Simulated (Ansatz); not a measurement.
**SrLiBr3 (built on the sites of a database entry of BaLiF3): relaxing the cell for a phonon run**

Wanted: the relaxed cell of SrLiBr3 (built on the sites of a database entry of BaLiF3).

Main program and level: Ansatz 0.2.0; DFT LDA, scalar-relativistic, plane waves, norm-conserving pseudopotentials.

The structure was built from a prototype and need not be the compound's stable phase.

## 1. The structure

The structure is cubic, space group Pm-3m (No. 221). Conventional cell: a = 4.156 Å, b = 4.156 Å, c = 4.156 Å, α = 90.00°, β = 90.00°, γ = 90.00°. Nearest to Sr lie 12 Br at 2.94 Å. Li has 6 Br at 2.08 Å nearest. Nearest to Br lie 2 Li at 2.08 Å and 4 Sr at 2.94 Å. Farther neighbours and most contacts between anions are not listed.

## 2. Probe on a coarse mesh

A quick single point on a coarse mesh tells whether the cell has a gap and how far it is from rest, which sets the k mesh and smearing that follow.

Input file input.yaml:

```yaml
crystal:
  lattice:
    - [4.15644, 0.0, 0.0]
    - [0.0, 4.15644, 0.0]
    - [0.0, 0.0, 4.15644]
  atoms:
    - { symbol: Sr, position: [0.0, 0.0, 0.0] }
    - { symbol: Li, position: [0.5, 0.5, 0.5] }
    - { symbol: Br, position: [0.0, 0.5, 0.5] }
    - { symbol: Br, position: [0.5, 0.5, 0.0] }
    - { symbol: Br, position: [0.5, 0.0, 0.5] }
kpoints:
  mp_grid: { grid: [4, 4, 4] }
hamiltonian:
  xc: lda
  pseudopotentials: { kind: nc }
scf:
  occupations: { method: gaussian, width: 0.1 }
output:
  forces: true
  stress: true
  eigenvalues: true
```

The run is started by

```bash
$ ansatz run input.yaml --threads 8 --pin off --max-ram 14336MiB --backend cpu --events-out ev --progress --plain --runs-dir out
```

Numbers of over 12 decimals in the logs are rounded to 6 here.

The program printed:

```text
Engine: ansatz 0.2.0, x86_64-unknown-linux-gnu
Pseudopotentials: kind: nc
Pseudopotential: Sr, nc, valence charge 10, recommended cutoff 925.187132 eV (normal), Sr.nc.azcp (PseudoDojo's, or run here from an input of PseudoDojo's: the run reads no file of this project's for it)
[...]
k-point 0: bands = [... 13 lower, 10.2155, 12.4429, 12.4429, 12.4429, 14.7597, 14.7597, 15.6947, 15.6947, ... 1 higher]
  k-point 1: bands = [... 13 lower, 9.5624, 11.2013, 11.7698, 11.7698, 15.7735, 16.0699, 16.9085, 17.4204, ... 1 higher]
  k-point 2: bands = [... 13 lower, 9.1135, 9.5341, 11.1823, 11.1823, 16.6451, 17.1464, 18.6627, 19.2737, ... 1 higher]
  k-point 9: bands = [... 13 lower, 12.4988, 12.9333, 12.9333, 12.9333, 16.1193, 17.8231, 17.8231, 17.8231, ... 1 higher]
[key lines of the parts left out:]
SCF converged after 6 iterations
Free energy (F): -2417.604580 eV
Fermi energy:    13.847610 eV
P = ⅓ Tr σ = 60.6936 GPa (606.936 kbar)
```

Wall time 1.4 s (8 threads of Intel Xeon Platinum 8488C (Sapphire Rapids), shared host); peak memory 0.58 GiB; 3.1 s of CPU time.

A gap read on the k-mesh alone can miss the band edges.

Numbers from this step:

| Item | Value |
| --- | --- |
| pressure | 60.69 GPa |
| gap on the k-mesh | 1.826 eV |
| volume per atom | 14.36 Å³ |
| direct gap on mesh | 2.317 eV |

The coarse mesh shows a gap of 1.83 eV and a pressure of 60.7 GPa.

## 3. Coarse relaxation

The start is far from rest, so a relaxation with loose tolerances brings it close first.

Edit input.yaml of step 2 so:

```diff
@@ -12,3 +12,3 @@
 kpoints:
-  mp_grid: { grid: [4, 4, 4] }
+  mp_grid: { grid: [6, 6, 6] }
 hamiltonian:
@@ -22 +22,6 @@
   eigenvalues: true
+relax:
+  adjacent_minimum: "off"
+  f_tol: 0.05
+  max_steps: 80
+  cell: { stress_tol: 0.5 }
```

The program printed:

```text
[...]
Crystal: 5 atoms, lattice volume = 71.807 Å³
Basis set: ecut = 1006.821291 eV, 5185 PW (Γ)
Bands: 22, of which v1, the nominal top of the filled ones, is band 17 counted from 1 (16 counted from 0)
Symmetry: 48 space group operations
[...]
k-points: 20 of 216
[...]
F+E_penalty+E_count = -2423.37461384 eV   max|allowed force component| = 5.154e-30 eV/Å   (the final SCF, on the basis selected at the relaxed cell)
  cell:  # Å, volume = 120.1191 Å³
    - [4.934055, 0, 0]
    - [0, 4.934055, 0.0]
    - [0, 0.0, 4.934055]
  atoms:
    - { symbol: Sr, position: [0, 0, 0] }
    - { symbol: Li, position: [0.5, 0.5, 0.5] }
    - { symbol: Br, position: [0, 0.5, 0.5] }
    - { symbol: Br, position: [0.5, 0.5, 0] }
    - { symbol: Br, position: [0.5, 0, 0.5] }
[key lines of the parts left out:]
SCF converged after 4 iterations
Free energy (F): -2423.374614 eV
Fermi energy:    6.326381 eV
P = ⅓ Tr σ = 0.0673 GPa (0.673 kbar)
```

It took 6.6 s on 8 threads; peak memory 0.91 GiB.

The steps of the relaxation:

| step | energy less that of the first step (eV) | largest force component (eV/Å) | pressure (GPa) | volume (Å³) |
| --- | --- | --- | --- | --- |
| 1 | 0.0000 | 0.0000 | 60.57 | 71.81 |
| 2 | -3.0841 | 0.0000 | 31.99 | 82.83 |
| 3 | -4.7858 | 0.0000 | 14.82 | 94.92 |
| 4 | -5.5305 | 0.0000 | 4.65 | 107.83 |
| 5 | -5.6591 | 0.0000 | -0.44 | 118.58 |
| 6* | -5.7564 | 0.0000 | 0.57 | 118.58 |
| 7 | -5.7594 | 0.0000 | 0.07 | 120.12 |
| 8* | -5.7594 | 0.0000 | 0.07 | 120.12 |

Relaxation steps marked * repeat the geometry before them on a plane-wave basis chosen anew for their cell, so energy and pressure can jump there.

Forces are held to the 48 operations that the run works with; a distortion that breaks them can't arise in this run.

| cell as run | before | after | change |
| --- | --- | --- | --- |
| a (Å) | 4.156 | 4.934 | +18.7 % |
| b (Å) | 4.156 | 4.934 | +18.7 % |
| c (Å) | 4.156 | 4.934 | +18.7 % |
| volume (Å³/atom) | 14.36 | 24.02 | +67.3 % |

Final coordinates:

```xyz
5
Lattice="4.9341 0.0000 0.0000 0.0000 4.9341 0.0000 0.0000 0.0000 4.9341" Properties=species:S:1:pos:R:3 pbc="T T T"
Sr    0.0000    0.0000    0.0000
Li    2.4670    2.4670    2.4670
Br    0.0000    2.4670    2.4670
Br    2.4670    2.4670    0.0000
Br    2.4670    0.0000    2.4670
```

This step gave:

```yaml
pressure: 0.06726 GPa
gap_on_the_k_mesh: 2.687 eV
volume_per_atom: 24.02 Å³
direct_gap_on_mesh: 2.962 eV
```

In this step the volume went from 14.36 to 24.02 Å³/atom.

## 4. Bringing the structure to rest

The cell and atoms are relaxed, since residual forces and stress would shift the frequencies.

Input file input.yaml:

```yaml
crystal:
  lattice:
    - [4.9340552801, 0.0, 0.0]
    - [0.0, 4.9340552801, 0.0]
    - [0.0, 0.0, 4.9340552801]
  atoms:
    - { symbol: Sr, position: [0.0, 0.0, 0.0] }
    - { symbol: Li, position: [0.5, 0.5, 0.5] }
    - { symbol: Br, position: [0.0, 0.5, 0.5] }
    - { symbol: Br, position: [0.5, 0.5, 0.0] }
    - { symbol: Br, position: [0.5, 0.0, 0.5] }
kpoints:
  mp_grid: { grid: [4, 4, 4] }
hamiltonian:
  xc: lda
  pseudopotentials: { kind: nc }
scf:
  occupations: { method: gaussian, width: 0.02 }
output:
  forces: true
  stress: true
  eigenvalues: true
  write_density: true
  write_potential: true
  elf: true
  volumetric_format: npy
relax:
  adjacent_minimum: "off"
  f_tol: 0.005
  max_steps: 80
  cell: { stress_tol: 0.05 }
```

The program printed:

```text
[...]
Crystal: 5 atoms, lattice volume = 120.119 Å³
Basis set: ecut = 1006.821291 eV, 8709 PW (Γ)
Bands: 22, of which v1, the nominal top of the filled ones, is band 17 counted from 1 (16 counted from 0)
[... 1 set-up line as in the run before ...]
[...]
k-points: 10 of 64
[...]
SCF iter   1: F=—  HF=-2424.341327 eV  |F-HF|=—  |Δ(HF+E_count)|=         —  Δρ=3.16e-2  dr2=1.97e0  ethr=3.10e-3  ⟨swp⟩=8.3  Hψ=1354  notcnv=0
[...]
SCF iter   7: F=-2423.373820 eV  HF=-2423.373820 eV  |F-HF|=1.14e-8  |Δ(HF+E_count)|=   2.28e-7  Δρ=5.10e-6  dr2=2.71e-8  ethr=2.94e-10  ⟨swp⟩=18.8  Hψ=2260  notcnv=0
SCF 1 converged in 7 iterations: F = -2423.373820 eV  dr2 = 2.71e-8
relax step   1: F+E_penalty+E_count = -2423.37381976 eV  Δ(F+E_penalty+E_count) = +0.000e0 eV  max|allowed force component| = 5.264e-29 eV/Å  Δτ_max = 0.0000 Å  P = +0.072 GPa  Ω = 120.119 Å³  (7 SCF iters, dr2 threshold 1.00e-7 eV, accepted)
Crystal: 5 atoms, lattice volume = 120.352 Å³
Basis set: ecut = 1006.821291 eV, 8733 PW (Γ)
[...]
SCF iter   4: F=-2423.373863 eV  HF=-2423.373863 eV  |F-HF|=5.33e-9  |Δ(HF+E_count)|=   2.23e-9  Δρ=1.68e-6  dr2=6.88e-9  ethr=3.76e-11  ⟨swp⟩=11.4  Hψ=1789  notcnv=0
SCF 2 converged in 4 iterations: F = -2423.373863 eV  dr2 = 6.88e-9
relax step   2: F+E_penalty+E_count = -2423.37386342 eV  Δ(F+E_penalty+E_count) = -4.367e-5 eV  max|allowed force component| = 6.521e-30 eV/Å  Δτ_max = 0.0000 Å  P = -0.001 GPa  Ω = 120.352 Å³  energy of the carried Pulay correction = -7.247e-6 eV  (4 SCF iters, dr2 threshold 1.28e-8 eV, accepted)
[...]
SCF iter   5: F=-2423.373875 eV  HF=-2423.373875 eV  |F-HF|=1.41e-11  |Δ(HF+E_count)|=  3.87e-11  Δρ=1.39e-7  dr2=1.90e-11  ethr=1.00e-12  ⟨swp⟩=7.3  Hψ=1228  notcnv=0
SCF 3 converged in 5 iterations: F = -2423.373875 eV  dr2 = 1.90e-11
relax step   3: F+E_penalty+E_count = -2423.37387464 eV  Δ(F+E_penalty+E_count) = -1.122e-5 eV  max|allowed force component| = 1.057e-29 eV/Å  Δτ_max = 0.0000 Å  P = -0.001 GPa  Ω = 120.352 Å³  stress off target by 1.07e-3 GPa  SCF on the basis re-selected at this cell (its energy is not comparable with the rows above)  (5 SCF iters)
[...]
SCF converged after 5 iterations
Free energy (F): -2423.373875 eV
[...]
Internal energy: -2423.373875 eV  (E = F + TS)
E sigma→0 (E₀):  -2423.373875 eV
Fermi energy:    6.300498 eV
[...]
--- Stress (GPa, compression-positive) ---
       -0.001070      -0.000000      -0.000000
       -0.000000      -0.001070       0.000000
       -0.000000       0.000000      -0.001070
  P = ⅓ Tr σ = -0.0011 GPa (-0.011 kbar)
--- Band table (eV; the first three rows and the last of 10) ---
  k-point 0: bands = [... 13 lower, 3.7603, 4.6848, 4.6848, 4.6848, 7.6421, 8.3017, 8.3017, 9.2727, ... 1 higher]
  k-point 1: bands = [... 13 lower, 3.4849, 3.9047, 4.4547, 4.4547, 8.6905, 8.8423, 9.2228, 9.4316, ... 1 higher]
  k-point 2: bands = [... 13 lower, 3.1598, 3.1598, 4.2688, 4.2688, 9.5314, 9.6239, 10.2341, 10.2524, ... 1 higher]
  k-point 9: bands = [... 13 lower, 4.7518, 4.9587, 4.9587, 4.9587, 8.3306, 9.4614, 9.4614, 9.4614, ... 1 higher]
--- Relaxed structure (2 steps of the walk, 2 accepted, 1 SCFs on fresh bases) ---
[...]
cell:  # Å, volume = 120.3517 Å³
    - [4.937238, 0, 0]
    - [0, 4.937238, 0.0]
    - [0, 0.0, 4.937238]
  atoms:
    - { symbol: Sr, position: [0, 0, 0] }
    - { symbol: Li, position: [0.5, 0.5, 0.5] }
    - { symbol: Br, position: [0, 0.5, 0.5] }
    - { symbol: Br, position: [0.5, 0.5, 0] }
    - { symbol: Br, position: [0.5, 0, 0.5] }
```

Wall time 2.5 s (8 threads); peak memory 0.85 GiB.

Little changed from the start: no atom moved by 0.005 Å and no cell edge by 0.1 %.

Numbers from this step:

```
pressure           : -0.001070 GPa
gap on the k-mesh  : 2.683 eV
volume per atom    : 24.07 Å³
direct gap on mesh : 2.957 eV
```

Valence density in the ac plane at fractional y = 0.500, with atoms of Li and Br within 0.2 Å of it. It is the smooth field of the valence electrons, not physical close to the nuclei.

Ten steps, logarithmic in the rise over the least value, from '0' (0.02 × 1e0 e/Å³) to '9' (8.74 × 1e0 e/Å³), each cell a mean:
```
00024544553100
00013455542100
21112344321111
43211122211233
55421122111345
45531278512454
25532389612454
55431145312355
54321111111244
32111233221122
11112445432101
00023555543100
00024542553100
```
Columns run along a (4.9 Å), rows up along c (4.9 Å). Atoms in or near the plane, at fractional coordinates: Li at (0.50, 0.50), Br at (0.00, 0.50), Br at (0.50, 0.00).

Electrostatic potential energy in the ac plane at fractional y = 0.500, with atoms of Li and Br within 0.2 Å of it. With pseudopotentials it is smooth inside the atoms' cores, unlike the true potential.

Values in eV, 13 rows by 14 columns, each cell a mean:
```
  10   10   10    8    1  -31  -84  -95  -64  -11    5    9   10   10
  10   10   10    9    6   -6  -25  -32  -17    1    8   10   10   10
   9    9   10   10    9    6    2    1    4    8   10   10   10    9
   1    4    8    9    9    8    6    6    7    8    9    9    6    2
 -36  -18    0    7    8    5    1   -1    3    7    8    5   -6  -27
 -95  -61  -13    4    6    0  -13  -19   -7    4    6    0  -30  -83
-103  -74  -18    3    6   -2  -19  -25  -11    3    6   -2  -38  -95
 -68  -38   -6    6    7    3   -5   -9   -2    5    7    2  -17  -55
 -11   -3    5    9    9    7    5    4    5    8    9    7    2   -7
   7    8    9   10    9    8    6    5    6    8   10   10    9    7
  10   10   10   10    8    2   -7  -11   -4    5    9   10   10   10
  10   10   10    9    3  -18  -56  -69  -39   -5    7   10   10   10
  10   10   10    8   -1  -41  -97 -103  -79  -16    5    9   10   10
```
Columns run along a (4.9 Å; values clipped at the 3rd and 97th percentile), rows up along c (4.9 Å). Atoms in or near the plane, at fractional coordinates: Li at (0.50, 0.50), Br at (0.00, 0.50), Br at (0.50, 0.00).

ELF in the ac plane at fractional y = 0.500, with atoms of Li and Br within 0.2 Å of it. It is the smooth field of the valence electrons, not physical close to the nuclei.

Ten even steps from '_' (0.23 × 1e-1) to '@' (9.79 × 1e-1), each cell a mean:
```
____::**%%%%==::**%%##==____
..____--##%%%%%%%%%%++..__..
++==..__--##%%%%%%++..__::++
%%##++::__::--==--....--**%%
##%%%%++..____..____--##%%%%
..**%%%%::..##@@==__++%%%%==
__++%%%%--..@@@@**__**%%%%::
++##%%##::__--++..__==%%%%**
%%%%##==..__......__::++%%%%
##**--....++####**--....==##
--::__..++%%%%%%%%##--....::
____..==%%%%**++##%%##--____
____::**%%##..__==%%%%==..__
```
Columns run along a (4.9 Å), rows up along c (4.9 Å). Atoms in or near the plane, at fractional coordinates: Li at (0.50, 0.50), Br at (0.00, 0.50), Br at (0.50, 0.00).

In this step the volume went from 24.02 to 24.07 Å³/atom.

## 5. Relaxing to small forces for the phonons

Phonons need a cell at rest on their own settings, so the relaxation is repeated with tight tolerances on forces and stress on the k mesh and occupations of the first response run.

Input file input.yaml:

```yaml
crystal:
  lattice:
    - [4.9372379283, 0.0, 0.0]
    - [0.0, 4.9372379283, 0.0]
    - [0.0, 0.0, 4.9372379283]
  atoms:
    - { symbol: Sr, position: [0.0, 0.0, 0.0] }
    - { symbol: Li, position: [0.5, 0.5, 0.5] }
    - { symbol: Br, position: [0.0, 0.5, 0.5] }
    - { symbol: Br, position: [0.5, 0.5, 0.0] }
    - { symbol: Br, position: [0.5, 0.0, 0.5] }
kpoints:
  mp_grid: { grid: [4, 4, 4] }
hamiltonian:
  xc: lda
  pseudopotentials: { kind: nc }
scf:
  occupations: { method: fixed }
output:
  forces: true
  stress: true
  eigenvalues: true
relax:
  adjacent_minimum: "off"
  f_tol: 0.001
  max_steps: 60
  cell: { stress_tol: 0.01 }
```

The program printed:

```text
[...]
Crystal: 5 atoms, lattice volume = 120.352 Å³
Basis set: ecut = 1006.821291 eV, 8733 PW (Γ)
Bands: 22, of which v1, the nominal top of the filled ones, is band 17 counted from 1 (16 counted from 0)
[... 1 set-up line as in the run before ...]
[...]
k-points: 10 of 64
[...]
--- Relaxed structure (1 steps of the walk, 1 accepted, 1 SCFs on fresh bases) ---
[...]
cell:  # Å, volume = 120.3517 Å³
    - [4.9372379283, 0.0, 0.0]
    - [0.0, 4.9372379283, 0.0]
    - [0.0, 0.0, 4.9372379283]
  atoms:
    - { symbol: Sr, position: [0.0, 0.0, 0.0] }
    - { symbol: Li, position: [0.5, 0.5, 0.5] }
    - { symbol: Br, position: [0.0, 0.5, 0.5] }
    - { symbol: Br, position: [0.5, 0.5, 0.0] }
    - { symbol: Br, position: [0.5, 0.0, 0.5] }
[key lines of the parts left out:]
SCF converged after 5 iterations
Free energy (F): -2423.373875 eV
Fermi energy:    4.958752 eV
P = ⅓ Tr σ = -0.0011 GPa (-0.011 kbar)
```

Elapsed: 1.4 s, on 8 threads; peak memory 0.85 GiB; 9.1 s of CPU time.

Little changed from the start: no atom moved by 0.005 Å and no cell edge by 0.1 %.

Numbers from this step:

| Property | Result |
| --- | --- |
| pressure | -0.001069 GPa |

The forces vanish by symmetry and the pressure is -0.001 GPa, within the tolerances set. The cell now holds 24.07 Å³/atom.

## 6. What came out

```
space group after relaxation (within 0.01 Å) : Pm-3m
lattice constant a                           : 4.937 Å
lattice constant b                           : 4.937 Å
lattice constant c                           : 4.937 Å
volume per atom                              : 24.1 Å³
gap on the k-mesh                            : 2.68 eV
```

The forces vanish by symmetry and the pressure is -0.001 GPa, within the tolerances set. The cell now holds 24.07 Å³/atom. The relaxation keeps the symmetry of its start, so it says nothing on stability against lower symmetry. The starting cell was built on a prototype and not taken from a measurement, so the phase need not exist.

[Logs are printed without paths, hosts, clocks, repeated set-up lines and the standing remarks that a program may print on its own settings, such as how far it seeks lower states.]

[Hosts, paths, dates, database ids (printed as entryN), source tags and the programs' standing remarks are cut or masked in the printed files.]
